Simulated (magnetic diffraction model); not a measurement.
**Pr2NiW4: the ordered moment from one line**

Space group Amm2 (no. 38), a = 4.3940 Å, b = 4.3230 Å, c = 16.5500 Å.

| site | atom | x | y | z |
| --- | --- | --- | --- | --- |
| 2a | W | 0 | 0 | 0.2436 |
| 2b | W | 1/2 | 1/2 | 0.2373 |
| 2a | W | 0 | 1/2 | 0.0559 |
| 2b | W | 1/2 | 0 | 0.4473 |
| 2a | Pr | 0 | 1/2 | 0.3923 |
| 2b | Pr | 1/2 | 0 | 0.1031 |
| 2b | Ni | 1/2 | 0 | 0.2999 |

The compound is invented for this exercise: a known structure type with other elements, its cell scaled to their sizes and not relaxed.

Only Pr is taken to order (form factors of Pr3+); orders and moment sizes are assumed, and not adapted to the symmetry. Radiation: neutrons of λ = 2.0775 Å, 1.5° to 50°; isotropic B of 0.42 Å² (W), 0.51 Å² (Pr) and 0.56 Å² (Ni). Simulated constant-wavelength pattern: nuclear and magnetic terms add, the magnetic one as |2.695 fm × Σ f S⊥ exp(2πi Q·r) exp(−B s²)|², summed over all Q at one angle with the factor 1/(sin²θ cos θ). For a modulated order the moment at position r is S exp(−2πi k·r) + c.c., with S = m/2 for a sine wave of amplitude m and S = m(u + iv)/2 for moments turning in a plane, u and v being orthogonal unit vectors in it; the phase factor of the sum at Q = H + k is then exp(2πi H·r). Free-ion form factors, Sears's scattering lengths of 1992, no absorption; a label names one of the reflections at its angle. The strongest nuclear line in the range is 100, and lines under 0.2 are left out.

In a first state the assumed order is k = (0 0 1/3), moments turning in the plane of [100] and [010], 2.7 μB on Pr; signs + at (0, 1/2, 0.3923), − at (1/2, 0, 0.1031), with this pattern:

```
2θ (°)       index  nuclear  magnetic
 12.01   (0 0 5/3)      0.0      62.5
 14.42     (0 0 2)     40.1       0.0
 16.84   (0 0 7/3)      0.0      31.5
 26.61  (0 0 11/3)      0.0       2.9
 27.35     (1 0 0)     13.4       0.0
 27.46   (1 0 1/3)      0.0      12.3
 28.23   (0 1 2/3)      0.0       4.5
 28.76     (0 1 1)     27.7       0.0
 29.08     (0 0 4)     12.1       0.0
 29.48   (0 1 4/3)      0.0       4.4
 29.96   (1 0 5/3)      0.0       0.7
 31.05     (1 0 2)     14.1       0.0
 31.56  (0 0 13/3)      0.0       2.0
 32.29   (1 0 7/3)      0.0       0.7
 34.05   (0 1 8/3)      0.0       8.6
 35.55     (0 1 3)      5.8       0.0
```
(The table stops after 16 lines; 14 more lie at higher angle.)

**Question.** Nearer the ordering temperature the line at 12.01° has total intensity 30.6 on the same scale, and all moments have shrunk alike. How large is the Pr moment?

The nuclear part, 0.0, stays, so the magnetic part is 30.6 against 62.5. It goes as m², so m = 2.7 × √(30.6/62.5) = 1.89 μB; the value used was 1.89 μB.

[Logs are printed without paths, hosts, clocks, repeated set-up lines and the standing remarks that a program may print on its own settings, such as how far it seeks lower states.]
